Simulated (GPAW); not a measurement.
# YPO4 (I4_1/amd): G0W0 with GPAW, start to end

Aim: the G0W0 gap of YPO4 (I4_1/amd) on LDA, step by step.

Method: LDA and many-body steps on it, plane waves, in GPAW 26.7.0.

The database entry behind the starting cell differs from later determinations by our own check (impure mineral, about 0.2 % long), so it need not match the best structure at ambient conditions.

## (1) Set-up

Symmetry: I4_1/amd, No. 141, tetragonal system. The conventional cell has a = 6.895 Å, b = 6.895 Å, c = 6.028 Å, α = 90.00°, β = 90.00°, γ = 90.00°. Nearest to Y lie 8 O at 2.31 to 2.38 Å. Nearest to P lie 4 O at 1.54 Å. O has 1 P at 1.54 Å and 2 Y at 2.31 to 2.38 Å nearest. Farther neighbours and most contacts between anions are not listed.

Coordinates:

```cif
data_structure
_symmetry_space_group_name_H-M 'P 1'
_symmetry_Int_Tables_number 1
_cell_length_a 5.7316
_cell_length_b 5.7316
_cell_length_c 5.7316
_cell_angle_alpha 106.051
_cell_angle_beta 106.051
_cell_angle_gamma 116.553
_cell_volume 143.27
loop_
_atom_site_label
_atom_site_type_symbol
_atom_site_fract_x
_atom_site_fract_y
_atom_site_fract_z
_atom_site_occupancy
Y1 Y 0.75000 0.25000 0.50000 1
Y2 Y 0.00000 0.00000 0.00000 1
P3 P 0.50000 0.50000 0.00000 1
P4 P 0.25000 0.75000 0.50000 1
O5 O 0.16610 0.34080 0.82530 1
O6 O 0.09080 0.76550 0.67470 1
O7 O 0.51550 0.34080 0.17470 1
O8 O 0.09080 0.41610 0.32530 1
O9 O 0.58390 0.90920 0.67470 1
O10 O 0.65920 0.83390 0.17470 1
O11 O 0.23450 0.90920 0.32530 1
O12 O 0.65920 0.48450 0.82530 1
```

The cell and positions come from the Crystallography Open Database and are kept as given unless a step says otherwise.

## (2) Ground state

This step: GPAW 26.7.0; DFT, LDA, plane waves, PAW.

The ground-state density comes first.

run.py reads:

```python
import json
import numpy as np
from gpaw.mpi import world
from ase import Atoms
from gpaw import GPAW, PW, FermiDirac

atoms = Atoms(['Y', 'Y', 'P', 'P', 'O', 'O', 'O', 'O', 'O', 'O', 'O', 'O'],
    cell=[[-3.4473500000, 3.4473500000, 3.0138000000],
      [3.4473500000, -3.4473500000, 3.0138000000],
      [3.4473500000, 3.4473500000, -3.0138000000]],
    scaled_positions=[[0.7500000000, 0.2500000000, 0.5000000000],
      [0.0000000000, 0.0000000000, 0.0000000000],
      [0.5000000000, 0.5000000000, 0.0000000000],
      [0.2500000000, 0.7500000000, 0.5000000000],
      [0.1661000000, 0.3408000000, 0.8253000000],
      [0.0908000000, 0.7655000000, 0.6747000000],
      [0.5155000000, 0.3408000000, 0.1747000000],
      [0.0908000000, 0.4161000000, 0.3253000000],
      [0.5839000000, 0.9092000000, 0.6747000000],
      [0.6592000000, 0.8339000000, 0.1747000000],
      [0.2345000000, 0.9092000000, 0.3253000000],
      [0.6592000000, 0.4845000000, 0.8253000000]],
    pbc=(True, True, True))
calc = GPAW(mode=PW(600),
    xc='LDA',
    kpts={'size': (6, 6, 6), 'gamma': True},
    occupations=FermiDirac(0.001),
    nbands=-12,
    convergence={'density': 1e-6, 'bands': -3},
    maxiter=100,
    txt='gs.txt')
atoms.calc = calc
res = {'energy': atoms.get_potential_energy()}
kpts = calc.get_ibz_k_points()
res['kpts'] = kpts
res['eigenvalues'] = [calc.get_eigenvalues(kpt=k) for k in range(len(kpts))]
res['n_electrons'] = calc.get_number_of_electrons()
calc.write('gs.gpw')

if world.rank == 0:
    with open('result.json', 'w') as f:
        json.dump(res, f, default=lambda x: x.tolist())
```

The run is started by

```
$ mpirun -n 4 gpaw python run.py
```

Numbers of over 12 decimals in the logs are rounded to 6 here.

The program printed:

```text
__  _  _
 | _ |_)|_||  |
 |__||  | ||/\| - 26.7.0

Input parameters:
  mode=PW(ecut=600.0),
  convergence={'density': 1e-06, 'bands': -3},
  kpts=MonkhorstPack(size=(6, 6, 6), gamma=True),
  maxiter=100,
  nbands=-12,
  occupations=Occupations(name='fermi-dirac', width=0.001, fixmagmom=False),
  xc=XC(name='LDA')
  [... matrices ...]
Diagonalizing LCAO Hamiltonian
Converting LCAO to pw mode

           O
        P Y    O O
               O
                P
             O   O O
        Y

Atoms  # Å, Bohr magnetons
|    | symbol |        x |         y |         z |    initial magnetic moments |
|  0 |      Y | 0.000000 |  3.447350 |  1.506900 | ( 0.0000,  0.0000,  0.0000) |
|  1 |      Y | 0.000000 |  0.000000 |  0.000000 | ( 0.0000,  0.0000,  0.0000) |
|  2 |      P | 0.000000 |  0.000000 |  3.013800 | ( 0.0000,  0.0000,  0.0000) |
|  3 |      P | 3.447350 |  0.000000 |  1.506900 | ( 0.0000,  0.0000,  0.0000) |
|  4 |      O | 3.447350 |  2.242846 | -0.959594 | ( 0.0000,  0.0000,  0.0000) |
|  5 |      O | 4.651854 |  0.000000 |  0.547306 | ( 0.0000,  0.0000,  0.0000) |
|  6 |      O | 0.000000 |  1.204504 |  2.054206 | ( 0.0000,  0.0000,  0.0000) |
|  7 |      O | 2.242846 | -0.000000 |  0.547306 | ( 0.0000,  0.0000,  0.0000) |
|  8 |      O | 3.447350 |  1.204504 |  2.466494 | ( 0.0000,  0.0000,  0.0000) |
|  9 |      O | 1.204504 |  0.000000 |  3.973394 | ( 0.0000,  0.0000,  0.0000) |
| 10 |      O | 3.447350 | -1.204504 |  2.466494 | ( 0.0000,  0.0000,  0.0000) |
| 11 |      O | 2.242846 |  3.447350 |  0.959594 | ( 0.0000,  0.0000,  0.0000) |

Unit cell  # Å
| periodic |         x |         y |         z |  lengths |     angles |
|      yes | -3.447350 |  3.447350 |  3.013800 | 5.731617 | 106.050642 |
|      yes |  3.447350 | -3.447350 |  3.013800 | 5.731617 | 106.050642 |
|      yes |  3.447350 |  3.447350 | -3.013800 | 5.731617 | 116.553051 |

Number of symmetries: 8
Symmetry operations  # r_c * U_cc + t_c -> r_c
|   | kind |            matrix            |
| 0 |  σ   |  1, 1, 1,  0, 0,-1,  0,-1, 0 |
| 1 |  E   |  1, 0, 0,  0, 1, 0,  0, 0, 1 |
| 2 |  C2  |  0, 1, 0,  1, 0, 0, -1,-1,-1 |
| 3 |  S4  |  0, 0, 1, -1,-1,-1,  0, 1, 0 |
| 4 |  σ   |  0, 0,-1,  1, 1, 1, -1, 0, 0 |
| 5 |  C2  |  0,-1, 0, -1, 0, 0,  0, 0,-1 |
| 6 |  C2  | -1, 0, 0,  0,-1, 0,  1, 1, 1 |
| 7 |  S4  | -1,-1,-1,  0, 0, 1,  1, 0, 0 |

BZ-sampling:
  Number of BZ points: 216
  Number of IBZ points: 30

  Monkhorst-Pack size: [6, 6, 6]
  Monkhorst-Pack shift: [0.083333, 0.083333, 0.083333]

K-points  # in reciprocal-cell coordinates
|     |                                coordinates |     weight |
|   0 | (  0.00000000,   0.00000000,   0.00000000) | 0.00462963 |
|   1 | (  0.16666667,  -0.16666667,   0.00000000) | 0.01851852 |
|   2 | (  0.16666667,  -0.16666667,   0.16666667) | 0.01851852 |
|   3 | (  0.16666667,   0.00000000,   0.00000000) | 0.03703704 |
|   4 | (  0.16666667,   0.16666667,  -0.16666667) | 0.00925926 |
|   5 | (  0.33333333,  -0.33333333,   0.00000000) | 0.01851852 |
|   6 | (  0.33333333,  -0.33333333,   0.16666667) | 0.03703704 |
|   7 | (  0.33333333,  -0.33333333,   0.33333333) | 0.01851852 |
|   8 | (  0.33333333,  -0.16666667,   0.00000000) | 0.07407407 |
|   9 | (  0.33333333,  -0.16666667,   0.16666667) | 0.03703704 |
| ... |                                            |            |
|  29 | (  0.50000000,   0.50000000,   0.50000000) | 0.00462963 |

Plane wave coefficients: 4808
Cutoff: 600.0 eV

Spin-components: 1 (collinear spins)
Bands:           52
Projectors:      62
Spin-degeneracy: 2
Datatype:        complex128

  Storage: CPU
  Wave functions: 119_633_280 bytes (29_908_320 per core)
  Projectors: 85_123_680 bytes (21_280_920 per core)
  [... matrices ...]
Parallelization:
  kpt:    4
  domain: 1
  band:   1

Density:
  Valence electrons: 80.0
  Components: 1
  Grid points: [35 35 35]
  Charge: 0.0  # |e|

Potential:
  Grid points: [35 35 35]

species:
  Y:
    name:    Yttrium
    Z:       39.0
    valence: 11
    core:    28
    charge:  0.0  # [|e|]
    compensation charges:
      type: gauss
      rc: 0.40  # [Å]
      lmax: 2
    cutoffs:
      filter: 2.39  # [Å]
      core: 1.70  # [Å]
    projectors
    | kind |    occ | energy [eV] | rcut [Å] |
    |   4s |  2.000 |     -47.976 |    1.328 |
    |   5s |  2.000 |      -4.228 |    1.328 |
    |   4p |  6.000 |     -27.951 |    1.318 |
    |   5p |  0.000 |      -1.496 |    1.318 |
    |   4d |  1.000 |      -2.645 |    1.286 |
    |    d |        |      24.567 |    1.286 |

    Using partial waves for Y as LCAO basis

  P:
    name:    Phosphorus
    Z:       15.0
    valence: 5
    core:    10
    charge:  0.0  # [|e|]
    compensation charges:
      type: gauss
      rc: 0.30  # [Å]
      lmax: 2
    cutoffs:
      filter: 1.69  # [Å]
      core: 1.81  # [Å]
    projectors
    | kind |    occ | energy [eV] | rcut [Å] |
    |   3s |  2.000 |     -14.015 |    0.953 |
    |   3p |  3.000 |      -5.596 |    0.953 |
    |    s |        |      13.197 |    0.953 |
    |    p |        |      21.615 |    0.953 |
    |    d |        |       0.000 |    0.953 |

    Using partial waves for P as LCAO basis

  O:
    name:    Oxygen
    Z:       8.0
    valence: 6
    core:    2
    charge:  0.0  # [|e|]
    compensation charges:
      type: gauss
      rc: 0.21  # [Å]
      lmax: 2
    cutoffs:
      filter: 1.17  # [Å]
      core: 0.83  # [Å]
    projectors
    | kind |    occ | energy [eV] | rcut [Å] |
    |   2s |  2.000 |     -23.752 |    0.688 |
    |   2p |  4.000 |      -9.195 |    0.598 |
    |    s |        |       3.459 |    0.688 |
    |    p |        |      18.016 |    0.598 |
    |    d |        |       0.000 |    0.619 |

    Using partial waves for O as LCAO basis

Reference energy: -218744.249008  # eV

eigensolver:
  PPCG
  Converge bands: -3
  niter=2

density mixing:
  MSR1-Mixer
  Pratt-step length: 0.05
  Maximum mixing coefficient: 0.75
  Old densities: 10
  SVD Regularization: 0.005
  Good broyden scale: 1.0
  Trust region scale: 1.0
  Backstep threshold: 4.0
  History deletion threshold: 6.0
  Fourier metric: weight=20.0, sigma=0.015

occupation numbers:
  Fermi-Dirac:
    width: 0.0010  # eV

poisson solver:
  ecut: 4800.0  # eV

xc functional:
  name: None

Initialization done in: 10.855 s

convergence criteria:
- Maximum integral of absolute [dens]ity change: 1e-06 electrons / valence electron
- Maximum [total energy] change in last 3 cyles: 0.0005 eV / valence electron
- Maximum integral of absolute [eigenst]ate change: 4e-08 eV^2 / valence electron
maximum number of iterations: 100

SCF iterations
|iter     |     time |      energy | eigst |  dens |
|iter:   1|  | -117.248809 | +0.53 |       |
|iter:   2|  | -114.683084 | -0.57 | -0.81 |
|iter:   3|  | -107.017424 | -0.08 | -0.86 |
|iter:   4|  | -106.992774 | -1.13 | -1.47 |
|iter:   5|  | -106.992258c| -1.57 | -1.78 |
|iter:   6|  | -106.992423c| -2.19 | -2.29 |
|iter:   7|  | -106.992537c| -2.65 | -3.11 |
|iter:   8|  | -106.992539c| -3.11 | -3.89 |
|iter:   9|  | -106.992539c| -3.44 | -4.37 |
|iter:  10|  | -106.992539c| -3.83 | -5.05 |
|iter:  11|  | -106.992539c| -4.14 | -5.72 |
|iter:  12|  | -106.992539c| -4.51 | -6.35c|
|iter:  13|  | -106.992539c| -4.80 | -6.94c|
|iter:  14|  | -106.992539c| -5.15 | -7.34c|
|iter:  15|  | -106.992539c| -5.40 | -7.86c|
|iter:  16|  | -106.992539c| -5.80 | -8.39c|
|iter:  17|  | -106.992539c| -6.06 | -8.94c|
|iter:  18|  | -106.992539c| -6.38 | -9.43c|
|iter:  19|  | -106.992539c| -6.67 | -9.97c|
|iter:  20|  | -106.992539c| -6.95 |-10.47c|
|iter:  21|  | -106.992539c| -7.16 |-11.23c|
|iter:  22|  | -106.992539c| -7.41c|-11.73c|

Converged in 22 steps
SCF loop duration: 173.927 s (7.906 s/step)
Energy contributions relative to reference atoms: (reference = -218744.249008)
  [... matrices ...]
Energy contributions:
  Kinetic:          89.197564
  Coulomb:         -86.866577
  Zero:              0.300853
  External:          0.000000
  Xc:             -109.624379
  Entropy:          -0.000000
  Spinorbit:         0.000000
  ----------------------------
  Free energy:    -106.992539
  Extrapolated:   -106.992539

dipole moment: (-11.597975, -32.452659, -3.258967)  # |e|*Ang

Fermi level: 5.738
Eigenvalues  # (at kpt = [0.000, 0.000, 0.000])
| band index |      eig [eV] | occ [0-2] |
|          0 |       -35.596 |     2.000 |
|        ... |               |           |
|         32 |         2.836 |     2.000 |
|         33 |         2.966 |     2.000 |
|         34 |         3.350 |     2.000 |
|         35 |         3.350 |     2.000 |
|         36 |         3.606 |     2.000 |
|         37 |         3.606 |     2.000 |
|         38 |         3.620 |     2.000 |
|         39 |         4.130 |     2.000 |
|         40 |        10.159 |     0.000 |
[...]
|         44 |        11.325 |     0.000 |
|         45 |        11.325 |     0.000 |
|         46 |        11.455 |     0.000 |
|         47 |        11.455 |     0.000 |
|        ... |               |           |
|         51 |        13.966 |     0.000 |

Gap: 5.784 eV
Transition (v -> c):
  (s=0, k=0, n=39, [0.00, 0.00, 0.00]) -> (s=0, k=5, n=40, [0.33, -0.33, 0.00])
Direct/indirect transitions are different
Direct gap: 6.002 eV
Transition at: (s=0, k=1, n=39, [0.17, -0.17, 0.00])
# Writing to gs.gpw (mode='')
  [... matrices ...]
```

Elapsed: 3.1 min, on 4 MPI ranks of Intel Xeon Platinum 8259CL at 2.50GHz (Skylake/Cascade Lake), shared host; peak memory 1.2 GiB; 13 min of CPU time.

Numbers from this step:

| Property | Result |
| --- | --- |
| total energy | -106.9925 eV |
| gap | 5.784 eV |
| k of the valence top | 0, 0, 0 |
| k of the conduction bottom | 0.3333, -0.3333, 0 |
| least direct gap | 6.002 eV |

The gap is indirect, with the least direct gap 0.22 eV higher.

## (3) Bands along the symmetry lines

Levels along a band path, at the cheap level, show where the edges lie and whether the meshes to come will hold them.

run.py reads:

```python
import json
import numpy as np
from gpaw.mpi import world
from gpaw import GPAW

path = [[0.000000, 0.000000, 0.000000],
    [0.000000, 0.000000, 0.062500],
    [0.000000, 0.000000, 0.125000],
    [0.000000, 0.000000, 0.187500],
    [0.000000, 0.000000, 0.250000],
    [0.000000, 0.000000, 0.312500],
    [0.000000, 0.000000, 0.375000],
    [0.000000, 0.000000, 0.437500],
    [0.000000, 0.000000, 0.500000],
    [-0.062500, 0.062500, 0.500000],
    [-0.125000, 0.125000, 0.500000],
    [-0.187500, 0.187500, 0.500000],
    [-0.250000, 0.250000, 0.500000],
    [-0.312500, 0.312500, 0.500000],
    [-0.375000, 0.375000, 0.500000],
    [-0.437500, 0.437500, 0.500000],
    [-0.500000, 0.500000, 0.500000],
    [-0.437500, 0.437500, 0.437500],
    [-0.375000, 0.375000, 0.375000],
    [-0.312500, 0.312500, 0.312500],
    [-0.250000, 0.250000, 0.250000],
    [-0.187500, 0.187500, 0.187500],
    [-0.125000, 0.125000, 0.125000],
    [-0.062500, 0.062500, 0.062500],
    [0.000000, 0.000000, 0.000000],
    [0.055134, 0.055134, -0.055134],
    [0.110268, 0.110268, -0.110268],
    [0.165402, 0.165402, -0.165402],
    [0.220536, 0.220536, -0.220536],
    [0.275670, 0.275670, -0.275670],
    [0.330804, 0.330804, -0.330804],
    [0.385938, 0.385938, -0.385938],
    [0.441072, 0.441072, -0.441072],
    [-0.441072, 0.558928, 0.441072],
    [-0.448438, 0.551562, 0.448438],
    [-0.455804, 0.544196, 0.455804],
    [-0.463170, 0.536830, 0.463170],
    [-0.470536, 0.529464, 0.470536],
    [-0.477902, 0.522098, 0.477902],
    [-0.485268, 0.514732, 0.485268],
    [-0.492634, 0.507366, 0.492634],
    [-0.500000, 0.500000, 0.500000],
    [0.000000, 0.000000, 0.500000],
    [0.031250, 0.031250, 0.468750],
    [0.062500, 0.062500, 0.437500],
    [0.093750, 0.093750, 0.406250],
    [0.125000, 0.125000, 0.375000],
    [0.156250, 0.156250, 0.343750],
    [0.187500, 0.187500, 0.312500],
    [0.218750, 0.218750, 0.281250],
    [0.250000, 0.250000, 0.250000],
    [0.218750, 0.281250, 0.218750],
    [0.187500, 0.312500, 0.187500],
    [0.156250, 0.343750, 0.156250],
    [0.125000, 0.375000, 0.125000],
    [0.093750, 0.406250, 0.093750],
    [0.062500, 0.437500, 0.062500],
    [0.031250, 0.468750, 0.031250],
    [0.000000, 0.500000, 0.000000],
    [0.000000, 0.437500, 0.000000],
    [0.000000, 0.375000, 0.000000],
    [0.000000, 0.312500, 0.000000],
    [0.000000, 0.250000, 0.000000],
    [0.000000, 0.187500, 0.000000],
    [0.000000, 0.125000, 0.000000],
    [0.000000, 0.062500, 0.000000],
    [0.000000, 0.000000, 0.000000]]
calc = GPAW('gs.gpw').fixed_density(kpts=path,
    symmetry='off',
    nbands=50,
    convergence={'bands': 46},
    txt='bands.txt')
res = {}
kpts = calc.get_ibz_k_points()
res['kpts'] = kpts
res['eigenvalues'] = [calc.get_eigenvalues(kpt=k) for k in range(len(kpts))]
res['n_electrons'] = calc.get_number_of_electrons()

if world.rank == 0:
    with open('result.json', 'w') as f:
        json.dump(res, f, default=lambda x: x.tolist())
```

The run is started by

```
$ mpirun -n 4 gpaw python run.py
```

The program printed:

```text
Diagonalizing LCAO Hamiltonian
Converting LCAO to pw mode
convergence criteria:
- Maximum integral of absolute [eigenst]ate change: 4e-08 eV^2 / valence electron
maximum number of iterations: 100

SCF iterations
|iter     |     time |      energy | eigst |  dens |
|iter:   1|  |             | +0.47 |       |
|iter:   2|  |             | -0.71 |       |
|iter:   3|  |             | -1.47 |       |
[...]
|iter:  21|  |             | -7.14 |       |
|iter:  22|  |             | -7.31 |       |
|iter:  23|  |             | -7.46c|       |
SCF steps: 23
  __  _  _
 | _ |_)|_||  |
 |__||  | ||/\| - 26.7.0

Input parameters:
  mode=PW(ecut=600.0),
  convergence={'bands': 46},
  gpts=array([35, 35, 35]),
  kpts=KPoints(kpts=array([[ 0.      ,  0.      ,  0.      ],
         [ 0.      ,  0.      ,  0.0625  ],
         [ 0.      ,  0.      ,  0.125   ],
         [ 0.      ,  0.      ,  0.1875  ],
[...]
[-0.0625  ,  0.0625  ,  0.5     ],
         [-0.125   ,  0.125   ,  0.5     ],
         [-0.1875  ,  0.1875  ,  0.5     ],
[...]
[ 0.055134,  0.055134, -0.055134],
         [ 0.110268,  0.110268, -0.110268],
         [ 0.165402,  0.165402, -0.165402],
         [ 0.220536,  0.220536, -0.220536],
[...]
[ 0.330804,  0.330804, -0.330804],
         [ 0.385938,  0.385938, -0.385938],
         [ 0.441072,  0.441072, -0.441072],
         [-0.441072,  0.558928,  0.441072],
         [-0.448438,  0.551562,  0.448438],
         [-0.455804,  0.544196,  0.455804],
         [-0.46317 ,  0.53683 ,  0.46317 ],
         [-0.470536,  0.529464,  0.470536],
         [-0.477902,  0.522098,  0.477902],
         [-0.485268,  0.514732,  0.485268],
         [-0.492634,  0.507366,  0.492634],
         [-0.5     ,  0.5     ,  0.5     ],
[...]
[ 0.      ,  0.125   ,  0.      ],
         [ 0.      ,  0.0625  ,  0.      ],
         [ 0.      ,  0.      ,  0.      ]])),
  maxiter=100,
  nbands=50,
  occupations=Occupations(name='fermi-dirac', width=0.001, fixmagmom=False),
  parallel={},
  symmetry=Symmetry(point_group=False, time_reversal=False),
  xc=XC(name='LDA')
```

Elapsed: 5.8 min, on 4 MPI ranks; peak memory 1.5 GiB.

This step gave:

| Item | Value |
| --- | --- |
| gap | 5.785 eV |
| k of the valence top | 0, 0, 0 |
| k of the conduction bottom | 0, 0, 0.375 |
| least direct gap | 6.000 eV |

The gap is 5.785 eV, +0.002 eV from the run before at this level.

The electronic bands at the labelled points (eV, zero at the top of the highest filled band):

```csv
point,band 37,band 38,band 39,band 40,band 41,band 42,band 43,band 44
Γ,-0.52,-0.52,-0.51,0.00,6.03,6.04,6.90,7.15
halfway,-0.60,-0.57,-0.51,-0.19,5.83,6.40,6.65,7.00
X,-0.76,-0.76,-0.47,-0.47,5.89,5.89,6.97,6.97
halfway,-0.84,-0.84,-0.61,-0.61,6.23,6.23,6.95,6.95
M,-1.06,-1.06,-0.70,-0.70,6.65,6.65,7.22,7.22
halfway,-0.79,-0.58,-0.55,-0.41,5.95,6.49,6.50,7.08
Γ,-0.52,-0.52,-0.51,0.00,6.03,6.04,6.90,7.15
halfway,-0.86,-0.18,-0.18,-0.11,6.43,6.66,6.75,7.11
Z,-1.18,-0.84,-0.57,-0.57,6.62,6.67,7.06,7.07
jump to Z0,-1.18,-0.84,-0.57,-0.57,6.62,6.67,7.06,7.07
halfway,-1.12,-0.96,-0.66,-0.66,6.63,6.66,7.16,7.18
M,-1.06,-1.06,-0.70,-0.70,6.65,6.65,7.22,7.22
jump to X,-0.76,-0.76,-0.47,-0.47,5.89,5.89,6.97,6.97
halfway,-0.87,-0.87,-0.46,-0.46,5.94,5.94,6.99,6.99
P,-0.97,-0.97,-0.47,-0.47,5.98,5.98,7.08,7.08
halfway,-0.86,-0.75,-0.36,-0.27,6.09,6.13,7.01,7.14
N,-0.85,-0.81,-0.20,-0.15,6.20,6.37,6.89,7.02
halfway,-0.65,-0.40,-0.27,-0.09,6.08,6.55,6.61,7.08
Γ,-0.52,-0.52,-0.51,0.00,6.03,6.04,6.90,7.15
```

## (4) Empty states on the mesh, 4×4×4 mesh, 180 bands

The sums over transitions need many empty states on a uniform mesh; this step solves for them.

run.py reads:

```python
import json
import numpy as np
from gpaw.mpi import world
from gpaw import GPAW

calc = GPAW('gs.gpw').fixed_density(kpts={'size': (4, 4, 4), 'gamma': True},
    nbands=210,
    convergence={'bands': 180},
    txt='nscf.txt')
calc.write('full.gpw', mode='all')
res = {}
kpts = calc.get_ibz_k_points()
res['kpts'] = kpts
res['eigenvalues'] = [calc.get_eigenvalues(kpt=k) for k in range(len(kpts))]
res['n_electrons'] = calc.get_number_of_electrons()

if world.rank == 0:
    with open('result.json', 'w') as f:
        json.dump(res, f, default=lambda x: x.tolist())
```

The run is started by

```
$ mpirun -n 4 gpaw python run.py
```

The program printed:

```text
Diagonalizing LCAO Hamiltonian
Converting LCAO to pw mode
convergence criteria:
- Maximum integral of absolute [eigenst]ate change: 4e-08 eV^2 / valence electron
maximum number of iterations: 100

SCF iterations
|iter     |     time |      energy | eigst |  dens |
|iter:   1|  |             | +3.81 |       |
|iter:   2|  |             | +2.60 |       |
|iter:   3|  |             | +1.47 |       |
[...]
|iter:  12|  |             | -6.97 |       |
|iter:  13|  |             | -7.32 |       |
|iter:  14|  |             | -7.94c|       |
SCF steps: 14
  __  _  _
 | _ |_)|_||  |
 |__||  | ||/\| - 26.7.0

Input parameters:
  mode=PW(ecut=600.0),
  convergence={'bands': 180},
  gpts=array([35, 35, 35]),
  kpts=MonkhorstPack(size=(4, 4, 4), gamma=True),
  maxiter=100,
  nbands=210,
  occupations=Occupations(name='fermi-dirac', width=0.001, fixmagmom=False),
  parallel={},
  xc=XC(name='LDA')
# Writing to full.gpw (mode='all')
  [... matrices ...]

timing:  # [seconds]
  Total: 0.217  # ━━━━━━━━━━━━━━━━━━━━━━━━━━━━━━━━━━━━━━━━━━━━━━━━━━━━━━━━━━━
```

Run time: 3.7 min. Hardware: 4 MPI ranks; peak memory 1.5 GiB.

Numbers from this step:

```
gap                                                           : 5.826 eV
k of the valence top                                          : 0, 0, 0
k of the conduction bottom                                    : 0.25, -0.25, 0
least direct gap                                              : 6.013 eV
k points computed                                             : 13
lowest point of the top converged band, above the valence top : 49.67 eV
```

On this mesh the gap is 5.826 eV. The earlier step found 5.784 eV, so this mesh misses an edge.

(Continued in part 2 of 2.)

[Paths, hosts, dates, memory and timing lines, banners, echoed tables and standing remarks are left out of the program output.]

[Logs are printed without paths, hosts, clocks, repeated set-up lines and the standing remarks that a program may print on its own settings, such as how far it seeks lower states.]

[Runs of the session that timed out or met a known fault of the program may be left out.]

[Hosts, paths, dates, database ids (printed as entryN), source tags and the programs' standing remarks are cut or masked in the printed files.]
